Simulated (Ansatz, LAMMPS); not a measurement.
**Relaxing glassy 68GeO2-32ZnO (mol %) (91 atoms)**

How does glassy 68GeO2-32ZnO (mol %) (91 atoms) relax, and what do bonds, charges and levels look like afterwards?

Method: Kohn-Sham DFT, PBE, PAW (set soft_2), plane waves, in Ansatz 0.2.0.

### Step 1. The starting structure

The cell holds 91 atoms: 23 Ge, 11 Zn and 57 O. Its edges and angles: a = 11.046 Å, b = 11.046 Å, c = 11.046 Å, α = 90.0°, β = 90.0°, γ = 90.0°. 91 atoms (23 Ge, 11 Zn, 57 O) placed at random at 4 g/cm³, melted at 4000 K for 10 ps at fixed volume with the Morse and Coulomb pair potential with partial charges (Pedone, Malavasi, Menziani, Cormack and Segre, J. Phys. Chem. B 110, 11780 (2006)). Quenched from 4000 K to 300 K at 50 K/ps and fixed volume, held 10 ps at zero pressure, then minimised at fixed cell.

What the set-up can't give: The quench rate of 50 K/ps far exceeds what a furnace or splat quench reaches, so expect more defects and frozen-in strain than in a real sample. The starting topology of bonds comes from the classical model. Sampling is at Γ alone, for a cell whose shortest periodic width is 11 Å.

### Step 2. How the cell was made

A classical potential supplies the starting structure, since it reaches far longer times than DFT.

This step: classical MD, Morse and Coulomb pair potential with partial charges (Pedone, Malavasi, Menziani, Cormack and Segre, J. Phys. Chem. B 110, 11780 (2006)) (LAMMPS 22 Jul 2025 - Update 4).

The input, in.lmp:

```
# melt-quench of Ge23Zn11O57
units metal
atom_style charge
boundary p p p
region box block 0 11.1108 0 11.1108 0 11.1108
create_box 3 box
mass 1 72.6300   # Ge
mass 2 65.3800   # Zn
mass 3 15.9990   # O
create_atoms 1 random 23 646527 NULL overlap 1.5 maxtry 2000
create_atoms 2 random 11 646534 NULL overlap 1.5 maxtry 2000
create_atoms 3 random 57 646541 NULL overlap 1.5 maxtry 2000
pair_style hybrid/overlay pedone 5.5 coul/long 8.0
pair_coeff * * coul/long
pair_coeff 1 3 pedone 0.158118 2.294230 2.261313 5   # Ge-O
pair_coeff 2 3 pedone 0.001221 3.150679 2.851850 1   # Zn-O
pair_coeff 3 3 pedone 0.042395 1.379316 3.618701 22   # O-O
set type 1 charge 2.4
set type 2 charge 1.2
set type 3 charge -1.2
kspace_style pppm 1.0e-4
neigh_modify delay 0 every 1 check yes
thermo_style custom step time temp pe press density
thermo_modify norm yes
timestep 0.002
thermo 100
min_style cg
minimize 1e-4 1e-4 200 2000
reset_timestep 0
velocity all create 4000 646528 mom yes dist gaussian
fix lim all nve/limit 0.05
fix lan all langevin 4000 4000 0.2 646529 zero yes
thermo 500
run 1000 post no
# [... 10 lines left out ...]
thermo 1666
fix md all npt temp 300 300 0.2 iso 0 0 2
run 5000 post no
unfix md
thermo 100
min_style cg
minimize 0 1e-3 2000 20000
write_dump all custom glass.dump id type xs ys zs modify sort id
```

The run is started by

```console
lmp -in in.lmp -log none -nocite
```

Numbers of over 12 decimals in the logs are rounded to 6 here.

What it wrote:

```text
LAMMPS (22 Jul 2025 - Update 4)
Created orthogonal box = (0 0 0) to (11.1108 11.1108 11.1108)
Created 23 atoms
Created 11 atoms
Created 57 atoms
PPPM initialization ...
  G vector (1/distance) = 0.3806745
  grid = 12 12 12
  estimated relative force accuracy = 6.1164034e-05
   Step          Time           Temp          PotEng         Press         Density
         0   0              0             -2.679621       561941.11      3.9970468
        69   0.138          0             -14.219282     -20263.788      3.9970468
Loop time of 0.0352889 s on 1 MPI rank(s) for 69 steps with 91 atoms
Minimization stats:
  Stopping criterion = energy tolerance
  Energy initial, next-to-last, final =
     -2.67962103591883  -14.2178668900722  -14.2192817215002
  Force two-norm initial, final = 285.77714 2.6500975
  Iterations, force evaluations = 69 86
   Step          Time           Temp          PotEng         Press         Density
         0   0              4000          -14.219282      15973.046      3.9970468
       500   1              1856.866      -14.070009     -1804.9217      3.9970468
      1000   2              2246.9054     -14.101495     -11369.283      3.9970468
Loop time of 0.338013 s on 1 MPI rank(s) for 1000 steps with 91 atoms
   Step          Time           Temp          PotEng         Press         Density
[... 2 lines left out ...]
      2499   4.998          4042.2751     -13.796024      26370.916      3.9970468
      3332   6.664          4179.6851     -13.770036     -9207.2648      3.9970468
      4165   8.33           3651.5741     -13.782052      21563.591      3.9970468
      4998   9.996          4134.1613     -13.783726      36874.261      3.9970468
      5831   11.662         3703.0268     -13.759137     -6662.956       3.9970468
[... 1 line left out ...]
Loop time of 1.74396 s on 1 MPI rank(s) for 5000 steps with 91 atoms
   Step          Time           Temp          PotEng         Press         Density
[... 12 lines left out ...]
Loop time of 12.3873 s on 1 MPI rank(s) for 37000 steps with 91 atoms
   Step          Time           Temp          PotEng         Press         Density
[... 3 lines left out ...]
     46648   93.296         279.9282      -14.452708     -888.90625      4.0891256
     48000   96             259.70677     -14.45152       3431.3537      4.0673098
Loop time of 2.19831 s on 1 MPI rank(s) for 5000 steps with 91 atoms
   Step          Time           Temp          PotEng         Press         Density
     48000   96             259.70677     -14.451518      3432.5974      4.0673098
     48019   96.038         259.70677     -14.489095      27.039121      4.0673098
Loop time of 0.0269648 s on 1 MPI rank(s) for 19 steps with 91 atoms
Minimization stats:
  Stopping criterion = linesearch alpha is zero
  Energy initial, next-to-last, final =
     -14.4515180252514   -14.489094867959   -14.489094867959
  Force two-norm initial, final = 12.755578 0.44551048
  Iterations, force evaluations = 19 71
```

Wall time 17 s (1 thread of Arm Neoverse V2, shared host); peak memory 0.069 GiB.

### Step 3. Single point at the start

The forces at the start show how far the geometry lies from a minimum of this functional.

The input, input.yaml:

```yaml
crystal:
  lattice:
    - [11.04645, 0.0, 0.0]
    - [0.0, 11.04645, 0.0]
    - [0.0, 0.0, 11.04645]
  atoms:
    - { symbol: Ge, position: [0.59686, 0.01404, 0.08646] }
    - { symbol: Ge, position: [0.5484, 0.54177, 0.29172] }
    - { symbol: Ge, position: [0.02715, 0.6737, 0.7933] }
    - { symbol: Ge, position: [0.33955, 0.97087, 0.46308] }
    - { symbol: Ge, position: [0.54077, 0.74296, 0.75778] }
    - { symbol: Ge, position: [0.37567, 0.4003, 0.09589] }
    - { symbol: Ge, position: [0.93304, 0.25959, 0.05586] }
    - { symbol: Ge, position: [0.88374, 0.86193, 0.4034] }
    - { symbol: Ge, position: [0.01311, 0.56976, 0.32313] }
    - { symbol: Ge, position: [0.81442, 0.06248, 0.88496] }
    - { symbol: Ge, position: [0.43545, 0.51533, 0.57534] }
    - { symbol: Ge, position: [0.10236, 0.49804, 0.03705] }
    - { symbol: Ge, position: [0.79116, 0.37508, 0.27981] }
    - { symbol: Ge, position: [0.53854, 0.23388, 0.65507] }
    - { symbol: Ge, position: [0.77345, 0.37706, 0.74154] }
    - { symbol: Ge, position: [0.72708, 0.75399, 0.16193] }
    - { symbol: Ge, position: [0.97231, 0.14375, 0.3519] }
    - { symbol: Ge, position: [0.26039, 0.18118, 0.27689] }
    - { symbol: Ge, position: [0.01957, 0.20673, 0.65364] }
    - { symbol: Ge, position: [0.76997, 0.62376, 0.90265] }
    - { symbol: Ge, position: [0.15848, 0.7973, 0.27962] }
    - { symbol: Ge, position: [0.31334, 0.97304, 0.05464] }
    - { symbol: Ge, position: [0.13454, 0.47301, 0.5839] }
    - { symbol: Zn, position: [0.63665, 0.83724, 0.4919] }
    - { symbol: Zn, position: [0.50734, 0.17907, 0.91064] }
    - { symbol: Zn, position: [0.782, 0.57091, 0.48851] }
    - { symbol: Zn, position: [0.82282, 0.84627, 0.68186] }
    - { symbol: Zn, position: [0.07555, 0.96321, 0.87402] }
    - { symbol: Zn, position: [0.6064, 0.06323, 0.39596] }
    - { symbol: Zn, position: [0.34378, 0.99276, 0.76875] }
    - { symbol: Zn, position: [0.09949, 0.92818, 0.63747] }
    - { symbol: Zn, position: [0.78635, 0.09002, 0.57133] }
    - { symbol: Zn, position: [0.34578, 0.66157, 0.12394] }
    - { symbol: Zn, position: [0.95846, 0.95437, 0.14109] }
    - { symbol: O, position: [0.95113, 0.86739, 0.55536] }
    - { symbol: O, position: [0.87004, 0.70231, 0.80467] }
    - { symbol: O, position: [0.45211, 0.14142, 0.74411] }
    - { symbol: O, position: [0.61067, 0.08123, 0.22237] }
    - { symbol: O, position: [0.95344, 0.14085, 0.15628] }
    - { symbol: O, position: [0.33787, 0.11484, 0.39636] }
    - { symbol: O, position: [0.62741, 0.67289, 0.86849] }
    - { symbol: O, position: [0.75631, 0.96824, 0.44392] }
    - { symbol: O, position: [0.48831, 0.92703, 0.45265] }
    - { symbol: O, position: [0.6503, 0.28162, 0.75858] }
    - { symbol: O, position: [0.45361, 0.51674, 0.17104] }
    - { symbol: O, position: [0.96834, 0.14374, 0.51862] }
    - { symbol: O, position: [0.05708, 0.57127, 0.67959] }
    - { symbol: O, position: [0.11739, 0.32495, 0.62959] }
    - { symbol: O, position: [0.854, 0.25177, 0.34786] }
    - { symbol: O, position: [0.05382, 0.3503, 0.02062] }
    - { symbol: O, position: [0.87581, 0.19921, 0.92662] }
    - { symbol: O, position: [0.07673, 0.49555, 0.44186] }
    - { symbol: O, position: [0.3192, 0.30803, 0.20854] }
    - { symbol: O, position: [0.97538, 0.9861, 0.34035] }
    - { symbol: O, position: [0.65033, 0.80496, 0.66434] }
    - { symbol: O, position: [0.78443, 0.73734, 0.45111] }
    - { symbol: O, position: [0.83521, 0.83384, 0.23817] }
    - { symbol: O, position: [0.23988, 0.88695, 0.37604] }
    - { symbol: O, position: [0.78873, 0.66358, 0.0507] }
    - { symbol: O, position: [0.04366, 0.53399, 0.17654] }
    - { symbol: O, position: [0.67952, 0.07109, 0.96476] }
    - { symbol: O, position: [0.11553, 0.20494, 0.3281] }
    - { symbol: O, position: [0.91303, 0.96387, 0.9573] }
    - { symbol: O, position: [0.2591, 0.49324, 0.04144] }
    - { symbol: O, position: [0.05878, 0.59498, 0.92462] }
    - { symbol: O, position: [0.49207, 0.55511, 0.43427] }
    - { symbol: O, position: [0.79873, 0.01987, 0.73773] }
    - { symbol: O, position: [0.62153, 0.16266, 0.54553] }
    - { symbol: O, position: [0.45383, 0.32241, 0.99332] }
    - { symbol: O, position: [0.6324, 0.66462, 0.24739] }
    - { symbol: O, position: [0.28174, 0.51411, 0.57949] }
    - { symbol: O, position: [0.10504, 0.85729, 0.14894] }
    - { symbol: O, position: [0.45585, 0.0432, 0.02781] }
    - { symbol: O, position: [0.23937, 0.99371, 0.92208] }
    - { symbol: O, position: [0.79354, 0.47639, 0.86027] }
    - { symbol: O, position: [0.89076, 0.28653, 0.6945] }
    - { symbol: O, position: [0.23843, 0.6665, 0.2614] }
    - { symbol: O, position: [0.64449, 0.86787, 0.09726] }
    [... 7 atom lines left out ...]
    - { symbol: O, position: [0.02689, 0.72565, 0.3485] }
    - { symbol: O, position: [0.64577, 0.42008, 0.29849] }
    - { symbol: O, position: [0.35562, 0.83297, 0.10206] }
    - { symbol: O, position: [0.83336, 0.3523, 0.13284] }
    - { symbol: O, position: [0.86486, 0.50573, 0.33928] }
    - { symbol: O, position: [0.08668, 0.81297, 0.77583] }
kpoints:
  mp_grid: { grid: [1, 1, 1] }
hamiltonian:
  xc: pbe
scf:
  occupations: { method: fixed }
output:
  forces: true
  stress: true
  populations: true
  dos:
    method: { smearing: { sigma: 0.15 } }
    de: 0.1
    projected: { site_lists: { Ge: [Ge], O: [O], Zn: [Zn] } }
  eigenvalues: true
```

The run is started by

```console
ansatz run input.yaml --threads 4 --pin off --max-ram 8192MiB --backend cpu --events-out ev --progress --plain --runs-dir out
```

What it wrote:

```text
Engine: ansatz 0.2.0, aarch64-unknown-linux-gnu
Pseudopotentials: kind: paw
Pseudopotential: Ge, paw, valence charge 14, recommended cutoff 420 eV (normal), Ge.paw.azcp
Pseudopotential: Zn, paw, valence charge 12, recommended cutoff 420 eV (normal), Zn.paw.azcp
Pseudopotential: O, paw, valence charge 6, recommended cutoff 420 eV (normal), O.paw.azcp
[... 5 lines on functional and potentials left out ...]
Crystal: 91 atoms, lattice volume = 1347.933 Å³
Basis set: ecut = 420 eV, 26193 PW (Γ), exchange–correlation on 150×150×150 points (8 copies of the dense FFT grid, shifted against one another)
Bands: 489, of which v1, the nominal top of the filled ones, is band 398 counted from 1 (397 counted from 0)
Symmetry: 1 space group operations
Space group: P1 (ITA 1), of the structure as read, at distance tolerance 1.1e-4 Å
k-points: 1
[... 7 lines on functional and potentials left out ...]
Initial density: superposition of atomic densities (neutral atoms: chi_scale 0, normalization atom), corrected by the library's trained network
Initial wavefunctions: pseudopotential atomic-orbital guess
Functional: x = pbe(κ = 0.804, μ = 0.219515), c = pbe(β = 0.066725)
SCF iter   1: F=—  HF=-167622.817193 eV  |F-HF|=—  |Δ(HF+E_count)|=         —  Δρ=2.50e-3  dr2=8.45e-2  ethr=1.77e-3  ⟨swp⟩=5.0  Hψ=1630  notcnv=0  defer=89
preconditioner: auto → Resta (q_TF=auto, 2.499 Å⁻¹)  ε∞=3.3  [insulator: Δε(μ)=1.491 eV  Ē_g=19.019 eV  n_scr=364 (ndim 8)  ℏωp=28.5 eV  f_vac=0.241  ε∞_Penn≈3.3]
SCF iter   2: F=—  HF=-167622.824624 eV  |F-HF|=—  |Δ(HF+E_count)|=   7.43e-3  Δρ=1.32e-3  dr2=1.77e-2  ethr=1.06e-5  ⟨swp⟩=2.0  Hψ=848  notcnv=0  defer=89
SCF iter   3: F=—  HF=-167622.827280 eV  |F-HF|=—  |Δ(HF+E_count)|=   2.66e-3  Δρ=5.57e-4  dr2=5.28e-3  ethr=2.22e-6  ⟨swp⟩=2.0  Hψ=670  notcnv=0  defer=89
SCF iter   4: F=—  HF=-167622.827777 eV  |F-HF|=—  |Δ(HF+E_count)|=   4.97e-4  Δρ=1.65e-4  dr2=4.28e-4  ethr=6.63e-7  ⟨swp⟩=2.0  Hψ=644  notcnv=0  defer=89
SCF iter   5: F=—  HF=-167622.827894 eV  |F-HF|=—  |Δ(HF+E_count)|=   1.17e-4  Δρ=1.07e-4  dr2=1.42e-4  ethr=5.37e-8  ⟨swp⟩=2.0  Hψ=668  notcnv=0  defer=88
SCF iter   6: F=—  HF=-167622.827907 eV  |F-HF|=—  |Δ(HF+E_count)|=   1.39e-5  Δρ=2.90e-5  dr2=1.19e-5  ethr=1.79e-8  ⟨swp⟩=2.0  Hψ=684  notcnv=0  defer=86
SCF iter   7: F=—  HF=-167622.826272 eV  |F-HF|=—  |Δ(HF+E_count)|=   1.64e-3  Δρ=1.76e-5  dr2=3.68e-6  ethr=1.49e-9  ⟨swp⟩=2.0  Hψ=882  notcnv=0  defer=86
SCF iter   8: F=—  HF=-167622.826273 eV  |F-HF|=—  |Δ(HF+E_count)|=   8.27e-7  Δρ=6.30e-6  dr2=5.23e-7  ethr=4.62e-10  ⟨swp⟩=2.0  Hψ=693  notcnv=0  defer=86
SCF iter   9: F=—  HF=-167622.826273 eV  |F-HF|=—  |Δ(HF+E_count)|=   3.04e-7  Δρ=2.86e-6  dr2=1.07e-7  ethr=1.26e-11  ⟨swp⟩=12.0  Hψ=2448  notcnv=0
SCF iter  10: F=-167622.826273 eV  HF=-167622.826273 eV  |F-HF|=1.02e-9  |Δ(HF+E_count)|=   1.61e-8  Δρ=1.23e-6  dr2=2.01e-8  ethr=1.26e-11  ⟨swp⟩=4.0  Hψ=1313  notcnv=0
SCF 1 converged in 10 iterations: F = -167622.826273 eV  dr2 = 2.01e-8
  greatest PAW one-centre occupation: 0.999 electrons in one spin orbital (limit 2), on the Ge atom at site 7 (counted from 0), in its partial waves of l = 2
SCF converged after 10 iterations
Free energy (F): -167622.826273 eV
Harris-Foulkes:  -167622.826273 eV  (|F-HF|=1.02e-9)
Internal energy: -167622.826273 eV  (E = F + TS)
E sigma→0 (E₀):  -167622.826273 eV
Fermi energy:    4.471366 eV
--- Per-component energies (eV) ---
  E_band       = -6032.932069
  E_kinetic    = 14036.736600
  E_local      = -124080.929614  (includes V_loc(G=0)·N_el)
  E_nonlocal   = 19392.935391
  E_hartree    = 52982.161117
  E_xc         = -7393.884482
  E_vxc        = -7355.113925  (∫ρ·V_xc dr)
  E_paw        = -75823.940444  (= ΣΔE_a)
  E_vpaw       = -13991.019131  (= ΣTr[D̂ρ^β])
  E_aug_tail   = 0.146964  (compensation charges beyond the density's cutoff)
  E_ewald      = -46736.051805
  E_smearing   = -0.000000  (= −TS)
  E_closure    = 0.000000  (closes the sum)
  Σ components = -167622.826273   (vs F -167622.826273, Δ=0.00e0)
--- Forces (eV/Å), atoms counted from 1 ---
  atom   1  Ge     0.89702811    -0.74066070     2.11611091
  atom   2  Ge     1.01247300    -0.11187384     0.35917106
  atom   3  Ge     0.16555365    -1.24239506    -0.08478690
  atom   4  Ge    -0.44450490    -0.41571259    -1.34077438
  atom   5  Ge     0.24873955     0.51237821    -0.24703374
  atom   6  Ge    -0.29691530    -2.51663778    -0.09280202
  atom   7  Ge    -0.25713418    -0.77874081     1.67995742
  atom   8  Ge    -0.24704324    -0.30164225     0.20389499
  atom   9  Ge     0.77617201     0.30550292    -0.41895264
  atom  10  Ge     0.55126709    -0.46339473     0.93971021
  atom  11  Ge     0.64938503    -0.49886154     0.85505938
  atom  12  Ge    -0.84837451    -0.46635976     0.57689948
  atom  13  Ge     1.49884423    -0.46710887    -1.02304657
  atom  14  Ge     0.52838322     0.82172474    -0.44003683
[...]
atom  90  O     -0.42201727     0.99381917     0.44466334
  atom  91  O      1.02534546     1.47638763    -0.11582564
  max |Σ_I F_I| component: 3.00e-5 eV/Å
--- Stress (GPa, compression-positive) ---
        7.518684       0.330660       0.918984
        0.330660       5.681657       0.299078
        0.918984       0.299078       6.673630
  P = ⅓ Tr σ = 6.6247 GPa (66.247 kbar)
--- Band table (eV) ---
  k-point 0: bands = ["-21.1970", "-21.1395", "-21.0804", "-20.8159", [... 473 levels ...], "13.4527", "13.5071", "13.5412", "13.6066", "13.6466", "13.6587", "13.7494", "13.8065", "13.8233", "13.9241", "13.9667", "13.9992"]
--- Löwdin populations: 91 sites ---
  site symbol       q [e]
     0     Ge     12.4080
     1     Ge     12.3621
     2     Ge     12.3738
[...]
90      O      6.9866
  spilling = 0.005955 (of n_electrons = 796.000000)
```

It took 28 s on 4 threads of Arm Neoverse V2, shared host; peak memory 2 GiB; 1.8 min of CPU time.

Numbers from this run:

- free energy: -167622.8263 eV
- free energy per atom: -1842.0091 eV/atom
- SCF cycles: 10
- pressure: 6.625 GPa
- r.m.s. force component: 0.899 eV/Å
- longest force: 2.797 eV/Å
- Fermi energy: 4.471 eV
- gap (highest filled to lowest empty level): 1.378 eV
- spilling of the projection: 0.005955

The r.m.s. force component of 0.90 eV/Å and the pressure of 6.6 GPa set the starting point.

Neighbours are counted within 2.08 Å (O-Ge), 2.48 Å (O-Zn).

Length of the force by element and coordination:

```tsv
element	coordination	atoms	mean length of the force (eV/Å)	spread	least	most
Ge	all	23	1.38	0.565	0.44	2.54
Ge	4	22	1.42	0.540	0.621	2.54
Ge	5	1	0.44	0	0.44	0.44
O	all	57	1.56	0.535	0.548	2.80
O	2	35	1.50	0.549	0.548	2.48
O	3	21	1.70	0.452	1.06	2.80
O	4	1	0.600	0	0.600	0.600
Zn	all	11	1.06	0.502	0.359	1.78
Zn	3	1	1.38	0	1.38	1.38
Zn	4	9	1.10	0.490	0.388	1.78
Zn	5	1	0.359	0	0.359	0.359
```

[end of part 1 of 3]

[Logs are printed without paths, hosts, clocks, repeated set-up lines and the standing remarks that a program may print on its own settings, such as how far it seeks lower states.]

[Hosts, paths, dates, database ids (printed as entryN), source tags and the programs' standing remarks are cut or masked in the printed files.]
